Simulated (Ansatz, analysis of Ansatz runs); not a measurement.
# How often does S try the jump in Al5AgS8 (F-43m)?

Aim: the prefactor of a hop in Al5AgS8 (F-43m) (V_S hop (3.2 Å), charge 0) from the modes of the moving atom at the start and at the top of a path found beforehand. Model: a cell of 56 host atoms with 1 S taken out.

Method: plane-wave PAW DFT, PBEsol; finite-difference force constants of the moving atom alone, in Ansatz 0.2.0.

## (1) Starting point

The cell holds 55 atoms: 20 Al, 4 Ag and 31 S. Cell: a = 10.073 Å, b = 10.073 Å, c = 10.073 Å, α = 90.0°, β = 90.0°, γ = 90.0°. It derives from Al5AgS8 (space group F-43m). Nearest the centre at fractional (0.500, 0.113, 0.500): S25 at 1.49 Å, Al9 at 1.64 Å, Al15 at 1.64 Å, Ag23 at 2.42 Å, S37 at 2.73 Å, S35 at 2.73 Å, Al6 at 2.79 Å, Al4 at 2.83 Å.

The cell's shortest repeat is 10.1 Å.

## (2) Vibrations of the moving atom at the start point

Harmonic transition-state theory takes the prefactor from the modes at the minimum and at the top. Only the moving atom is displaced, by 0.02 Å, which takes six displaced runs and a reference; the host's atoms are held.

The input, q0.start.modes/input.yaml:

```yaml
crystal:
  lattice:
    - [10.0726001, 0.0, 0.0]
    - [0.0, 0.0, -10.0726001]
    - [0.0, 10.0726001, 0.0]
  atoms:
    - { symbol: Al, position: [0.10832834, 0.37693588, 0.62279666] }
    - { symbol: Al, position: [0.11939278, 0.88451331, 0.11928033] }
    - { symbol: Al, position: [0.62295924, 0.37692248, 0.10817106] }
    - { symbol: Al, position: [0.62692093, 0.89804642, 0.6267592] }
    - { symbol: Al, position: [0.38966162, 0.38075984, 0.88092306] }
    - { symbol: Al, position: [0.38710418, 0.88674178, 0.3869439] }
    - { symbol: Al, position: [0.88107449, 0.38075599, 0.38951718] }
    - { symbol: Al, position: [0.88110759, 0.88930802, 0.88095829] }
    - { symbol: Al, position: [0.39876016, 0.12659558, 0.62678339] }
    - { symbol: Al, position: [0.38483723, 0.61906757, 0.11922577] }
    - { symbol: Al, position: [0.87725298, 0.1226684, 0.10810769] }
    - { symbol: Al, position: [0.87735633, 0.60797682, 0.62284292] }
    - { symbol: Al, position: [0.10828117, 0.12266572, 0.87711868] }
    - { symbol: Al, position: [0.11941174, 0.61904744, 0.38465178] }
    - { symbol: Al, position: [0.62692202, 0.12662205, 0.39868166] }
    - { symbol: Al, position: [0.62302463, 0.60797379, 0.87716624] }
    - { symbol: Al, position: [0.00208826, 0.00324369, 0.50339955] }
    - { symbol: Al, position: [0.00082325, 0.50046389, 0.00066717] }
    - { symbol: Al, position: [0.50355731, 0.00323903, 0.001953] }
    - { symbol: Al, position: [0.50353679, 0.50178347, 0.50339358] }
    - { symbol: Ag, position: [0.25112883, 0.24844178, 0.25094035] }
    - { symbol: Ag, position: [0.25105911, 0.75075023, 0.74870006] }
    - { symbol: Ag, position: [0.665531, 0.16508129, 0.66543133] }
    - { symbol: Ag, position: [0.74883659, 0.75073998, 0.2509482] }
    - { symbol: S, position: [0.39511636, 0.12059527, 0.39498603] }
    - { symbol: S, position: [0.39025172, 0.61386766, 0.88572374] }
    - { symbol: S, position: [0.87314077, 0.12248624, 0.87297877] }
    - { symbol: S, position: [0.88590084, 0.61385681, 0.39007127] }
    - { symbol: S, position: [0.11096058, 0.11722545, 0.1108224] }
    - { symbol: S, position: [0.11105178, 0.61063785, 0.61735547] }
    - { symbol: S, position: [0.6175457, 0.61062913, 0.11086858] }
    - { symbol: S, position: [0.11417551, 0.38552943, 0.39002529] }
    - { symbol: S, position: [0.11418499, 0.88989006, 0.88575342] }
    - { symbol: S, position: [0.6228316, 0.37284037, 0.87301705] }
    - { symbol: S, position: [0.6209965, 0.89480852, 0.39496717] }
    - { symbol: S, position: [0.39019589, 0.38555609, 0.11401763] }
    - { symbol: S, position: [0.39512147, 0.89478217, 0.62083741] }
    - { symbol: S, position: [0.87319172, 0.37287056, 0.62269139] }
    - { symbol: S, position: [0.88587188, 0.88988971, 0.11404203] }
    - { symbol: S, position: [0.36885232, 0.13495495, 0.86829132] }
    - { symbol: S, position: [0.36985179, 0.63664953, 0.36968396] }
    - { symbol: S, position: [0.86842218, 0.13496725, 0.36871823] }
    - { symbol: S, position: [0.8675924, 0.63486967, 0.86742321] }
    - { symbol: S, position: [0.13879647, 0.13484296, 0.63503958] }
    - { symbol: S, position: [0.13556684, 0.63521988, 0.13539586] }
    - { symbol: S, position: [0.63517205, 0.13484895, 0.13866075] }
    - { symbol: S, position: [0.63521743, 0.63845652, 0.63504775] }
    - { symbol: S, position: [0.13519888, 0.36725331, 0.86740755] }
    - { symbol: S, position: [0.13698334, 0.86953662, 0.36971318] }
    - { symbol: S, position: [0.63525613, 0.36811735, 0.36870682] }
    - { symbol: S, position: [0.6353014, 0.86851517, 0.86832458] }
    - { symbol: S, position: [0.36883813, 0.36811395, 0.63510326] }
    - { symbol: S, position: [0.36986631, 0.86952656, 0.13683461] }
    - { symbol: S, position: [0.8675525, 0.36725146, 0.13503442] }
    - { symbol: S, position: [0.8684793, 0.86851253, 0.63515033] }
  symmetry: { detect: false }
basis:
  ecutwfc: 420
  xc_grid: 2
hamiltonian:
  xc: pbesol
kpoints:
  mp_grid: { grid: [1, 1, 1], shift: [0.25, 0.25, 0.25] }
scf:
  occupations: { method: fixed }
  max_iter: 100
phonons:
  supercell: [1, 1, 1]
  displaced_sites: [24]
  amplitude: 0.02
```

The run is started by

```console
$ ansatz run input.yaml --threads 4 --pin off --max-ram 7536MiB --backend cpu --events-out ev --progress --plain --runs-dir out
```

Numbers of over 12 decimals in the logs are rounded to 6 here.

Log:

```text
[... repeated set-up lines and file paths are left out, and long positions are rounded to six places ...]
Engine: ansatz 0.2.0, x86_64-unknown-linux-gnu
Pseudopotentials: kind: paw
Pseudopotential: Al, paw, valence charge 3, recommended cutoff 420 eV (normal), Al.paw.azcp
Pseudopotential: Ag, paw, valence charge 19, recommended cutoff 420 eV (normal), Ag.paw.azcp
Pseudopotential: S, paw, valence charge 6, recommended cutoff 420 eV (normal), S.paw.azcp
Functional definition: PBEsol
  exchange = pbesol_x
  correlation = pbesol_c
Crystal: 55 atoms, lattice volume = 1021.939 Å³
Basis set: ecut = 420 eV, 20005 PW (Γ), exchange–correlation on 144×144×144 points (8 copies of the dense FFT grid, shifted against one another)
Bands: 216, of which v1, the nominal top of the filled ones, is band 161 counted from 1 (160 counted from 0)
Symmetry: 1 space group operations
k-points: 1
Non-local potential: Al, projectors of the file, l = 0: 2, l = 1: 2, l = 2: 1
Non-local potential: Ag, projectors of the file, l = 0: 3, l = 1: 2, l = 2: 2, l = 3: 1
Non-local potential: S, projectors of the file, l = 0: 2, l = 1: 2, l = 2: 2
PAW form: soft (Blöchl's): semilocal exchange-correlation on the pseudo side does not see the compensation charge
PAW frozen core: Al, regenerated for the run's functional, and the local potential with it (the file was generated under x = pbe(κ = 0.804, μ = 0.219515), c = pbe(β = 0.066725))
PAW frozen core: Ag, regenerated for the run's functional, and the local potential with it (the file was generated under x = pbe(κ = 0.804, μ = 0.219515), c = pbe(β = 0.066725))
PAW frozen core: S, regenerated for the run's functional, and the local potential with it (the file was generated under x = pbe(κ = 0.804, μ = 0.219515), c = pbe(β = 0.066725))
PAW one-centre angular grid: Al, 110 points (default); XC on 64 Gauss nodes
PAW one-centre angular grid: Ag, 590 points (default); XC on 64 Gauss nodes
PAW one-centre angular grid: S, 110 points (default); XC on 64 Gauss nodes
Initial density: superposition of atomic densities (neutral atoms: chi_scale 0, normalization atom), corrected by the library's trained network
Initial wavefunctions: pseudopotential atomic-orbital guess
Functional: x = pbesol(κ = 0.804, μ = 0.123457), c = pbesol(β = 0.046)
SCF iter   1: F=—  HF=-68065.499724 eV  |F-HF|=—  |Δ(HF+E_count)|=         —  Δρ=5.25e-3  dr2=3.72e-1  ethr=1.77e-3  ⟨swp⟩=5.0  Hψ=750  notcnv=0  defer=52
preconditioner: auto → Resta (q_TF=auto, 2.251 Å⁻¹)  ε∞=5.1  [insulator: Δε(μ)=1.931 eV  Ē_g=9.752 eV  n_scr=202 (ndim 8)  ℏωp=19.8 eV  f_vac=0.000  ε∞_Penn≈5.1]
SCF iter   2: F=—  HF=-68065.410672 eV  |F-HF|=—  |Δ(HF+E_count)|=   8.91e-2  Δρ=2.07e-3  dr2=5.79e-2  ethr=1.15e-4  ⟨swp⟩=2.0  Hψ=334  notcnv=0  defer=52
SCF iter   3: F=—  HF=-68065.400968 eV  |F-HF|=—  |Δ(HF+E_count)|=   9.70e-3  Δρ=9.18e-4  dr2=1.02e-2  ethr=1.80e-5  ⟨swp⟩=2.0  Hψ=273  notcnv=0  defer=52
SCF iter   4: F=—  HF=-68065.399769 eV  |F-HF|=—  |Δ(HF+E_count)|=   1.20e-3  Δρ=2.92e-4  dr2=1.27e-3  ethr=3.17e-6  ⟨swp⟩=2.0  Hψ=264  notcnv=0  defer=52
SCF iter   5: F=—  HF=-68065.399907 eV  |F-HF|=—  |Δ(HF+E_count)|=   1.38e-4  Δρ=6.08e-5  dr2=4.82e-5  ethr=3.94e-7  ⟨swp⟩=3.0  Hψ=284  notcnv=0  defer=49
SCF iter   6: F=—  HF=-68065.400242 eV  |F-HF|=—  |Δ(HF+E_count)|=   3.35e-4  Δρ=1.91e-5  dr2=6.26e-6  ethr=1.50e-8  ⟨swp⟩=2.0  Hψ=315  notcnv=0  defer=46
SCF iter   7: F=—  HF=-68065.400755 eV  |F-HF|=—  |Δ(HF+E_count)|=   5.13e-4  Δρ=5.76e-6  dr2=4.01e-7  ethr=1.94e-9  ⟨swp⟩=2.0  Hψ=287  notcnv=0  defer=46
SCF iter   8: F=—  HF=-68065.400755 eV  |F-HF|=—  |Δ(HF+E_count)|=   2.92e-7  Δρ=4.92e-6  dr2=2.50e-7  ethr=1.24e-10  ⟨swp⟩=2.0  Hψ=331  notcnv=0  defer=46
SCF iter   9: F=—  HF=-68065.400755 eV  |F-HF|=—  |Δ(HF+E_count)|=   3.89e-8  Δρ=9.93e-7  dr2=1.14e-8  ethr=7.75e-11  ⟨swp⟩=2.0  Hψ=331  notcnv=0  defer=46
SCF iter  10: F=-68065.400755 eV  HF=-68065.400755 eV  |F-HF|=3.78e-10  |Δ(HF+E_count)|=   4.26e-9  Δρ=2.20e-7  dr2=6.43e-10  ethr=1.00e-12  ⟨swp⟩=17.0  Hψ=1588  notcnv=0
SCF 1 converged in 10 iterations: F = -68065.400755 eV  dr2 = 6.43e-10
  greatest PAW one-centre occupation: 1.001 electrons in one spin orbital (limit 2), on the Ag atom at site 22 (counted from 0), in its partial waves of l = 0
Initial density: handed on by an earlier stage of this run
Initial wavefunctions: those handed on with the density
[...]
SCF 2 converged in 9 iterations: F = -68065.398597 eV  dr2 = 2.57e-11
[...]
SCF 3 converged in 6 iterations: F = -68065.398673 eV  dr2 = 6.90e-11
[...]
SCF 4 converged in 9 iterations: F = -68065.398580 eV  dr2 = 2.57e-11
[...]
SCF 5 converged in 6 iterations: F = -68065.398688 eV  dr2 = 6.78e-11
[...]
SCF iter   7: F=—  HF=-68065.398547 eV  |F-HF|=—  |Δ(HF+E_count)|=   1.73e-9  Δρ=4.67e-7  dr2=2.42e-9  ethr=2.71e-12  ⟨swp⟩=2.0  Hψ=331  notcnv=0  defer=46
SCF iter   8: F=—  HF=-68065.398547 eV  |F-HF|=—  |Δ(HF+E_count)|=  2.33e-10  Δρ=1.91e-7  dr2=3.91e-10  ethr=1.00e-12  ⟨swp⟩=2.0  Hψ=331  notcnv=0  defer=46
SCF iter   9: F=-68065.398547 eV  HF=-68065.398547 eV  |F-HF|=1.46e-11  |Δ(HF+E_count)|=  5.82e-11  Δρ=3.72e-8  dr2=2.14e-11  ethr=1.00e-12  ⟨swp⟩=4.0  Hψ=629  notcnv=0
SCF 6 converged in 9 iterations: F = -68065.398547 eV  dr2 = 2.14e-11
iter 1 solved again at ethr=5.32e-10 eV; its pass at ethr=3.10e-3 eV (dr2=1.71e-6 eV) is discarded
SCF iter   1: F=—  HF=-68065.398412 eV  |F-HF|=—  |Δ(HF+E_count)|=         —  Δρ=1.71e-5  dr2=1.33e-6  ethr=5.32e-10  ⟨swp⟩=3.0  Hψ=782  notcnv=0  defer=46
SCF iter   2: F=—  HF=-68065.398700 eV  |F-HF|=—  |Δ(HF+E_count)|=   2.89e-4  Δρ=9.14e-6  dr2=3.60e-7  ethr=4.12e-10  ⟨swp⟩=2.0  Hψ=315  notcnv=0  defer=46
SCF iter   3: F=—  HF=-68065.398700 eV  |F-HF|=—  |Δ(HF+E_count)|=   4.45e-8  Δρ=1.75e-6  dr2=2.73e-8  ethr=1.12e-10  ⟨swp⟩=2.0  Hψ=309  notcnv=0  defer=46
SCF iter   4: F=—  HF=-68065.398700 eV  |F-HF|=—  |Δ(HF+E_count)|=   4.15e-9  Δρ=5.56e-7  dr2=3.27e-9  ethr=8.49e-12  ⟨swp⟩=2.0  Hψ=327  notcnv=0  defer=46
SCF iter   5: F=—  HF=-68065.398700 eV  |F-HF|=—  |Δ(HF+E_count)|=  1.46e-11  Δρ=3.43e-7  dr2=1.21e-9  ethr=1.02e-12  ⟨swp⟩=2.0  Hψ=331  notcnv=0  defer=46
SCF iter   6: F=-68065.398700 eV  HF=-68065.398700 eV  |F-HF|=0.00e0  |Δ(HF+E_count)|=  1.75e-10  Δρ=9.72e-8  dr2=9.19e-11  ethr=1.00e-12  ⟨swp⟩=3.0  Hψ=665  notcnv=0
SCF 7 converged in 6 iterations: F = -68065.398700 eV  dr2 = 9.19e-11
SCF converged after 10 iterations
Free energy (F): -68065.400755 eV
Harris-Foulkes:  -68065.400755 eV  (|F-HF|=3.78e-10)
Internal energy: -68065.400755 eV  (E = F + TS)
E sigma→0 (E₀):  -68065.400755 eV
Fermi energy:    6.633185 eV
--- Per-component energies (eV) ---
  E_band       = -1400.638466
  E_kinetic    = 5927.922325
  E_local      = -20084.209227  (includes V_loc(G=0)·N_el)
  E_nonlocal   = 1402.787237
  E_hartree    = 8739.571115
  E_xc         = -4521.283854
  E_vxc        = -4255.909597  (∫ρ·V_xc dr)
  E_paw        = -42540.277651  (= ΣΔE_a)
  E_vpaw       = -1870.372611  (= ΣTr[D̂ρ^β])
  E_aug_tail   = 0.001180  (compensation charges beyond the density's cutoff)
  E_ewald      = -16993.506044
  E_core_change = 3.594165  (= ΣΔE_core)
  E_smearing   = -0.000000  (= −TS)
  E_closure    = -0.000000  (closes the sum)
  Σ components = -68065.400755   (vs F -68065.400755, Δ=0.00e0)
--- Forces (eV/Å), atoms counted from 1 ---
  atom   1  Al    -0.00168026     0.00004683     0.00135678
  atom   2  Al    -0.00000893    -0.00076127    -0.00009510
  [... 1 atom left out ...]
  atom   4  Al    -0.00206943    -0.00137773     0.00258760
  [... 1 atom left out ...]
  atom   6  Al    -0.00025831    -0.00012009     0.00063221
  [... 2 atoms left out ...]
  atom   9  Al    -0.00608266    -0.00131326     0.00233104
  [... 5 atoms left out ...]
  atom  15  Al    -0.00143015    -0.00631443     0.00259770
  [... 7 atoms left out ...]
  atom  23  Ag     0.00640411     0.00652901    -0.00601898
  [... 1 atom left out ...]
  atom  25  S     -0.00014062    -0.00091854    -0.00200350
  [... 9 atoms left out ...]
  atom  35  S     -0.00099275     0.00021219     0.00225155
  [... 1 atom left out ...]
  atom  37  S     -0.00002573    -0.00040402     0.00181292
  [... 12 atoms left out ...]
  atom  50  S      0.00169152     0.00013858    -0.00285790
  [... 1 atom left out ...]
  atom  52  S      0.00053754     0.00184645    -0.00267714
  [... 3 atoms left out ...]
  max |Σ_I F_I| component: 8.45e-7 eV/Å
--- Band table (eV) ---
  k-point 0: bands = ["-84.2334", "-83.9188", "-83.9187", "-83.9185", [... 208 left out ...] "12.7650", "12.8260", "12.8660", "12.8662"]
--- Phonons: 6 displaced members + reference (amplitude 0.02 Å, Σ member SCF iterations 45) ---
  symmetry images taken by strict's conditions (phonons.symmetry_images: auto; settled by no image being taken that strict refuses)
  force constants formed among 1 of 55 sites (S 24); the other 54 at rest. The modes move the named sites alone.
  the frequencies, the zero-point energy and the sums are of the block with the acoustic sum rule laid on its rows. Row sums over every site: 7.3e-5 eV/Å² at the most
  transpose residual: 2.1e-4 eV/Å²
  largest component of a force at the reference: 2.0e-3 eV/Å on a named site, 6.5e-3 eV/Å on a site at rest
  frequencies among the named sites at Γ of the cell (cm⁻¹): 261.01 266.70 362.03
  unstable modes among the named sites: 0
  frequencies as built, with no sum rule (cm⁻¹): 261.01 266.70 362.03
  zero-point energy: 0.055157 eV/cell   skipped modes (ω ≤ 0): 0
  not written: the harmonic force-constant file, the file of eigenvectors (these modes' are written with the force constants), the density of states and the dispersion, which are of every site
```

The job ended after 44 s (4 threads of Intel Xeon 6975P-C (Granite Rapids), shared host; peak memory 1.6 GiB; 2.7 min of CPU time).

Numbers from this step:

```yaml
free_energy: -68065.4008 eV
frequencies_of_moving_atom: 261.0, 266.7, 362.0 cm⁻¹ (negative: imaginary)
```

The three modes are 261, 267 and 362 cm⁻¹: all real, a minimum for this atom with the others held.

(Continued in part 2 of 2.)

[Logs are printed without paths, hosts, clocks, repeated set-up lines and the standing remarks that a program may print on its own settings, such as how far it seeks lower states.]

[Hosts, paths, dates, database ids (printed as entryN), source tags and the programs' standing remarks are cut or masked in the printed files.]
